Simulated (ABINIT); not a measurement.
# YAlS3 (Pm-3m): phonons by linear response, part 2 of 6

How does YAlS3 (Pm-3m) vibrate, and is this structure a minimum?

ABINIT 10.8.3; DFT LDA, scalar-relativistic, plane waves, PseudoDojo norm-conserving pseudopotentials.

So far. Step 4 (Relaxation): The volume changes by -0.1 % in this run and stands -5.2 % from the first cell. Step 5 (Self-consistent run for the response): The cell stands at -0.22 GPa: the relaxation ran with a smoothed and higher cutoff, and the difference is a stress of the finite basis. The relaxed cell has a = 4.536 Å (conventional setting).

The structure was built from a prototype and need not be the compound's stable phase.

## Step 6: Linear response at Γ

At q = 0 one unit cell holds all displacements. The response is solved for single atoms along the cell's directions, and symmetry skips those that follow from others. The crystal is treated as a metal, which screens a static field, so no field response is asked.

Input file dfpt_gamma.abi:

```

# common to the responses
getwfk_filepath "gso_WFK"
kptopt 2
nqpt 1
qpt 0.0 0.0 0.0
asr 0
chneut 0

# displacements
rfphon 1
rfatpol 1 5
rfdir 1 1 1
tolvrs 1.0d-10
prtwf 0

# basis, mesh and filling
ecut 30.0
ngkpt 6 6 6
nshiftk 1
shiftk 0.0 0.0 0.0
istwfk *1
occopt 7
tsmear 0.01
nband 24
nstep 100
diemac 1000000.0
prtebands 0
prtgsr 0
useylm 1

# cell and atoms
acell 8.571172542 8.571172542 8.571172542
rprim 
    1.0 0.0 0.0
    0.0 1.0 0.0
    0.0 0.0 1.0
ntypat 3
znucl 39 13 16
natom 5
typat 1 2 3 3 3
xred 
    0.0 0.0 0.0
    0.5 0.5 0.5
    0.5 0.5 0.0
    0.5 0.0 0.5
    0.0 0.5 0.5
pp_dirpath "./pseudo"
pseudos "Y.upf, Al.upf, S.upf"
```

On the command line:

```bash
> OMP_NUM_THREADS=1 mpirun -n 4 abinit dfpt_gamma.abi > dfpt_gamma.log
```

Numbers of over 12 decimals in the logs are rounded to 6 here.

dfpt_gamma.abo, the main output file:

```text
[banners, grids, parts of the stress and lines that vanish by symmetry left out]
- input  file    -> dfpt_gamma.abi
- output file    -> dfpt_gamma.abo
- root for input  files -> dfpt_gammai
- root for output files -> dfpt_gammao

 Symmetries : space group Pm -3 m (#221); Bravais cP (primitive cubic)
================================================================================
 Values of the parameters that define the memory need of the present run (RF).
     intxc =       0      iscf =       7    lmnmax =      18     lnmax =       6
     mgfft =      45  mpssoang =       3    mqgrid =    3001     natom =       5
  nloc_mem =       1    nspden =       1   nspinor =       1    nsppol =       1
      nsym =      48    n1xccc =    2501    ntypat =       3    occopt =       7
   xclevel =       1
-    mband =          24        mffmem =           1         mkmem =          28
-   mkqmem =          28        mk1mem =          28           mpw =        4972
      nfft =       91125          nkpt =         112
- my_mband =          24
================================================================================
================================================================================

--------------------------------------------------------------------------------
------------- Echo of variables that govern the present computation ------------
--------------------------------------------------------------------------------
-
- outvars: echo of selected default values
-   iomode0 =  0 , fftalg0 =312 , wfoptalg0 =  0
-
- outvars: echo of global parameters not present in the input file
-  max_nthreads =    1
-
 -outvars: echo values of preprocessed input variables
 [... echo left out ...]
================================================================================

 chkinp: Checking input parameters for consistency.

[...]
== DATASET  1 ==================================================================
-   mpi_nproc: 4, omp_nthreads: 1 (-1 if OMP is not activated)

--- !DatasetInfo
iteration_state: {dtset: 1, }
dimensions: {natom: 5, nkpt: 112, mband: 24, nsppol: 1, nspinor: 1, nspden: 1, mpw: 4972, }
cutoff_energies: {ecut:  30.0, pawecutdg:  -1.0, }
electrons: {nelect:   3.20000000E+01, charge:   0.00000000E+00, occopt:   7.00000000E+00, tsmear:   1.00000000E-02, }
meta: {optdriver: 1, rfphon: 1, }
...

 mkfilename: getwfk from: gso_WFK

 Real(R)+Recip(G) space primitive vectors, cartesian coordinates (Bohr,Bohr^-1):
 R(1)=  8.5711725  0.0000000  0.0000000  G(1)=  0.1166702  0.0000000  0.0000000
 R(2)=  0.0000000  8.5711725  0.0000000  G(2)=  0.0000000  0.1166702  0.0000000
 R(3)=  0.0000000  0.0000000  8.5711725  G(3)=  0.0000000  0.0000000  0.1166702
 Unit cell volume ucvol=  6.2968118E+02 bohr^3
 Angles (23,13,12)=  9.00000000E+01  9.00000000E+01  9.00000000E+01 degrees
 setup1 : take into account q-point for computing boxcut.

 getcut: wavevector=  0.0000  0.0000  0.0000  ngfft=  45  45  45
         ecut(hartree)=     30.000   => boxcut(ratio)=   2.08203

--- Pseudopotential description ------------------------------------------------
- pspini: atom type   1  psp file is ./pseudo/Y.upf

- pspini: atom type   2  psp file is ./pseudo/Al.upf

- pspini: atom type   3  psp file is ./pseudo/S.upf

   1.44018984E+03                                ecore*ucvol(ha*bohr**3)
--------------------------------------------------------------------------------

 ==>  initialize data related to q vector <==

 The list of irreducible perturbations for this q vector is:
    1)    idir= 1    ipert=   1
    2)    idir= 1    ipert=   2
    3)    idir= 1    ipert=   3
    4)    idir= 3    ipert=   3

[...]
The perturbation idir=   2  ipert=   1 is
 symmetric of a previously calculated perturbation.
 So, its SCF calculation is not needed.

 The perturbation idir=   3  ipert=   1 is
 symmetric of a previously calculated perturbation.
 So, its SCF calculation is not needed.

 The perturbation idir=   2  ipert=   2 is
 symmetric of a previously calculated perturbation.
 So, its SCF calculation is not needed.

 The perturbation idir=   3  ipert=   2 is
 symmetric of a previously calculated perturbation.
 So, its SCF calculation is not needed.

[...]
The perturbation idir=   2  ipert=   5 is
 symmetric of a previously calculated perturbation.
 So, its SCF calculation is not needed.

 The perturbation idir=   3  ipert=   5 is
 symmetric of a previously calculated perturbation.
 So, its SCF calculation is not needed.

--------------------------------------------------------------------------------
 Perturbation wavevector (in red.coord.)   0.000000  0.000000  0.000000
 Perturbation : displacement of atom   1   along direction   1
 Found     8 symmetries that leave the perturbation invariant.

[...]
dfpt_looppert : total number of electrons, from k and k+q
  fully or partially occupied states are    3.200000E+01 and    3.200000E+01.
 Initialisation of the first-order wave-functions :
  ireadwf=   0

--- !BeginCycle
iteration_state: {dtset: 1, }
solver: {iscf: 7, nstep: 100, nline: 4, wfoptalg: 0, }
tolerances: {tolvrs: 1.00E-10, }
...

     iter   2DEtotal(Ha)        deltaE(Ha) residm    vres2
-ETOT  1 -0.907188     -2.511E+03 1.114E+01 2.632E+03
 ETOT  2  -2.409681     -1.502E+00 9.945E-01 5.806E+01
 ETOT  3  -2.442704     -3.302E-02 1.348E-02 1.401E+01
 ETOT  4  -2.446096     -3.393E-03 5.638E-03 1.156E-01
 ETOT  5  -2.446126     -2.951E-05 2.851E-04 2.147E-03
[...]
At SCF step   11       vres2   =  1.10E-11 < tolvrs=  1.00E-10 =>converged.
[...]
Mean square residual over all n,k,spin=   70.205E-11; max=  48.890E-08

 Thirteen components of 2nd-order total energy (hartree) are
 1,2,3: 0th-order hamiltonian combined with 1st-order wavefunctions
     kin0=   1.58987864E+03 eigvalue=   2.43744882E+02  local=  -1.22543139E+03
 4,5,6: 1st-order hamiltonian combined with 1st and 0th-order wfs
 loc psp =  -2.48470036E+03  Hartree=   6.93818644E+02     xc=  -1.58564919E+02
 note that "loc psp" includes a xc core correction that could be resolved
 7,8,9: eventually, occupation + non-local contributions
    edocc=   3.69184916E+02     enl0=   9.99983902E+02   enl1=  -2.54052900E+03
 1-9 gives the relaxation energy (to be shifted if some occ is /=2.0)
   erelax=  -2.51261468E+03
 10,11,12 Non-relaxation  contributions : frozen-wavefunctions and Ewald
 fr.local=   1.14184450E+03 fr.nonlo=   1.26961582E+03  Ewald=   1.12891268E+02
 13,14 Frozen wf xc core corrections (1) and (2)
 frxc 1  =  -1.50422886E+02  frxc 2 =   1.36239846E+02
 Resulting in :
 2DEtotal=   -0.2446126978E+01 Ha. Also 2DEtotal=   -0.665625060126E+02 eV
    (2DErelax=   -2.5126146790E+03 Ha. 2DEnonrelax=    2.5101685521E+03 Ha)
    (  non-var. 2DEtotal :   -2.4461266631E+00 Ha)

[...]
Perturbation wavevector (in red.coord.)   0.000000  0.000000  0.000000
 Perturbation : displacement of atom   2   along direction   1
 Found     8 symmetries that leave the perturbation invariant.

[...]
dfpt_looppert : total number of electrons, from k and k+q
  fully or partially occupied states are    3.200000E+01 and    3.200000E+01.
 Initialisation of the first-order wave-functions :
  ireadwf=   0

--- !BeginCycle
iteration_state: {dtset: 1, }
solver: {iscf: 7, nstep: 100, nline: 4, wfoptalg: 0, }
tolerances: {tolvrs: 1.00E-10, }
...

     iter   2DEtotal(Ha)        deltaE(Ha) residm    vres2
-ETOT  1   9.609025     -5.039E+01 8.044E-01 8.213E+03
[...]
At SCF step   11       vres2   =  5.50E-12 < tolvrs=  1.00E-10 =>converged.
[...]
Mean square residual over all n,k,spin=   80.934E-11; max=  70.035E-08

 Thirteen components of 2nd-order total energy (hartree) are
 1,2,3: 0th-order hamiltonian combined with 1st-order wavefunctions
     kin0=   4.74692345E+01 eigvalue=  -2.39762275E+00  local=  -2.78015846E+01
 4,5,6: 1st-order hamiltonian combined with 1st and 0th-order wfs
 loc psp =  -2.87804125E+01  Hartree=   1.34516210E+01     xc=  -2.85915242E+00
 note that "loc psp" includes a xc core correction that could be resolved
 7,8,9: eventually, occupation + non-local contributions
    edocc=   1.65253702E+00     enl0=   2.34359500E+01   enl1=  -7.71215525E+01
 1-9 gives the relaxation energy (to be shifted if some occ is /=2.0)
   erelax=  -5.29509824E+01
 10,11,12 Non-relaxation  contributions : frozen-wavefunctions and Ewald
 fr.local=  -4.08864641E+01 fr.nonlo=   6.05141637E+01  Ewald=   4.25174906E+01
 13,14 Frozen wf xc core corrections (1) and (2)
 frxc 1  =  -6.99445145E+00  frxc 2 =   4.84384419E+00
 Resulting in :
 2DEtotal=    0.7043600570E+01 Ha. Also 2DEtotal=    0.191666135677E+03 eV
    (2DErelax=   -5.2950982373E+01 Ha. 2DEnonrelax=    5.9994582943E+01 Ha)
    (  non-var. 2DEtotal :    7.0436004211E+00 Ha)

[...]
Perturbation wavevector (in red.coord.)   0.000000  0.000000  0.000000
 Perturbation : displacement of atom   3   along direction   1
 Found     4 symmetries that leave the perturbation invariant.

[...]
dfpt_looppert : total number of electrons, from k and k+q
  fully or partially occupied states are    3.200000E+01 and    3.200000E+01.
 Initialisation of the first-order wave-functions :
  ireadwf=   0

--- !BeginCycle
iteration_state: {dtset: 1, }
solver: {iscf: 7, nstep: 100, nline: 4, wfoptalg: 0, }
tolerances: {tolvrs: 1.00E-10, }
...

     iter   2DEtotal(Ha)        deltaE(Ha) residm    vres2
-ETOT  1  6.95322205625999E-02 -5.364E+02 2.495E+00 5.327E+03
[...]
At SCF step   10       vres2   =  4.82E-11 < tolvrs=  1.00E-10 =>converged.
[...]
Mean square residual over all n,k,spin=   47.476E-10; max=  49.332E-07

 Thirteen components of 2nd-order total energy (hartree) are
 1,2,3: 0th-order hamiltonian combined with 1st-order wavefunctions
     kin0=   4.94803192E+02 eigvalue=  -2.62951566E+01  local=  -3.34462828E+02
 4,5,6: 1st-order hamiltonian combined with 1st and 0th-order wfs
 loc psp =  -4.07845917E+02  Hartree=   1.53502718E+02     xc=  -3.99249103E+01
 note that "loc psp" includes a xc core correction that could be resolved
 7,8,9: eventually, occupation + non-local contributions
    edocc=   1.92763827E+01     enl0=   2.71223567E+02   enl1=  -6.68400011E+02
 1-9 gives the relaxation energy (to be shifted if some occ is /=2.0)
   erelax=  -5.38122964E+02
 10,11,12 Non-relaxation  contributions : frozen-wavefunctions and Ewald
 fr.local=   1.51482076E+02 fr.nonlo=   3.35785890E+02  Ewald=   5.98201556E+01
 13,14 Frozen wf xc core corrections (1) and (2)
 frxc 1  =  -6.08220318E+01  frxc 2 =   5.02383208E+01
 Resulting in :
 2DEtotal=   -0.1618553071E+01 Ha. Also 2DEtotal=   -0.440430727772E+02 eV
    (2DErelax=   -5.3812296364E+02 Ha. 2DEnonrelax=    5.3650441057E+02 Ha)
    (  non-var. 2DEtotal :   -1.6185536268E+00 Ha)

[...]
Perturbation wavevector (in red.coord.)   0.000000  0.000000  0.000000
 Perturbation : displacement of atom   3   along direction   3
 Found     8 symmetries that leave the perturbation invariant.

--------------------------------------------------------------------------------

--------------------------------------------------------------------------------

 dfpt_looppert : total number of electrons, from k and k+q
  fully or partially occupied states are    3.200000E+01 and    3.200000E+01.
 Initialisation of the first-order wave-functions :
  ireadwf=   0

--- !BeginCycle
iteration_state: {dtset: 1, }
solver: {iscf: 7, nstep: 100, nline: 4, wfoptalg: 0, }
tolerances: {tolvrs: 1.00E-10, }
...

     iter   2DEtotal(Ha)        deltaE(Ha) residm    vres2
-ETOT  1   16.949483435073     -5.553E+02 2.640E+00 1.279E+04
[...]
ETOT 10   12.481159087979      5.230E-12 2.154E-06 3.314E-10
 ETOT 11   12.481159087963     -1.683E-11 2.893E-06 4.205E-12

 At SCF step   11       vres2   =  4.21E-12 < tolvrs=  1.00E-10 =>converged.
[...]
Mean square residual over all n,k,spin=   33.185E-10; max=  28.929E-07

 Thirteen components of 2nd-order total energy (hartree) are
 1,2,3: 0th-order hamiltonian combined with 1st-order wavefunctions
     kin0=   4.99841438E+02 eigvalue=  -2.22964899E+01  local=  -3.44378111E+02
 4,5,6: 1st-order hamiltonian combined with 1st and 0th-order wfs
 loc psp =  -4.17217533E+02  Hartree=   1.65167306E+02     xc=  -3.97301754E+01
 note that "loc psp" includes a xc core correction that could be resolved
 7,8,9: eventually, occupation + non-local contributions
    edocc=   2.71827180E+01     enl0=   2.73932014E+02   enl1=  -7.02219866E+02
 1-9 gives the relaxation energy (to be shifted if some occ is /=2.0)
   erelax=  -5.59718699E+02
 10,11,12 Non-relaxation  contributions : frozen-wavefunctions and Ewald
 fr.local=   1.08793697E+02 fr.nonlo=   3.66514002E+02  Ewald=   1.09074466E+02
 13,14 Frozen wf xc core corrections (1) and (2)
 frxc 1  =  -6.04801114E+01  frxc 2 =   4.82978047E+01
 Resulting in :
 2DEtotal=    0.1248115909E+02 Ha. Also 2DEtotal=    0.339629640740E+03 eV
    (2DErelax=   -5.5971869907E+02 Ha. 2DEnonrelax=    5.7219985816E+02 Ha)
    (  non-var. 2DEtotal :    1.2481158650E+01 Ha)

[...]
---- first-order wavefunction calculations are completed ----

 ==> Compute Derivative Database <==

 [... matrices left out ...]
  Phonon wavevector (reduced coordinates) :  0.00000  0.00000  0.00000
 Phonon energies in Hartree :
  -7.718184E-04 -7.718184E-04 -7.718184E-04 -7.244449E-04 -7.244449E-04
  -7.244449E-04  1.750592E-05  1.750592E-05  1.750592E-05  4.730847E-04
   4.730847E-04  4.730847E-04  2.189284E-03  2.189284E-03  2.189284E-03
 Phonon frequencies in cm-1    :
- -1.693946E+02 -1.693946E+02 -1.693946E+02 -1.589973E+02 -1.589973E+02
- -1.589973E+02  3.842105E+00  3.842105E+00  3.842105E+00  1.038301E+02
-  1.038301E+02  1.038301E+02  4.804923E+02  4.804923E+02  4.804923E+02

== END DATASET(S) ==============================================================
================================================================================

 -outvars: echo values of variables after computation
            acell      8.5711725420E+00  8.5711725420E+00  8.5711725420E+00 Bohr
           etotal      1.2481159088E+01
            fcart      0.0000000000E+00  0.0000000000E+00  0.0000000000E+00
           strten      0.0000000000E+00  0.0000000000E+00  0.0000000000E+00
================================================================================
```

Run time: 4.2 min. Hardware: 4 MPI ranks of Arm Neoverse V1, shared host; 17 min of CPU time.

Read from the output:

* largest acoustic frequency at the zone centre before the sum rule: 3.84 cm⁻¹
* highest optical zone-centre mode (no LO-TO term): 480.5 cm⁻¹
* lowest optical zone-centre mode: -169.4 cm⁻¹

The acoustic modes at Γ come out as far as 3.8 cm⁻¹ from zero, where they should vanish, a small numerical error. The lowest optical mode is imaginary, 169i cm⁻¹, an instability at this level and on this k mesh.

[end of part 2 of 6]

[Host names and launcher messages were left out of these logs when they were recorded.]

[Logs are printed without paths, hosts, clocks, repeated set-up lines and the standing remarks that a program may print on its own settings, such as how far it seeks lower states.]

[Hosts, paths, dates, database ids (printed as entryN), source tags and the programs' standing remarks are cut or masked in the printed files.]
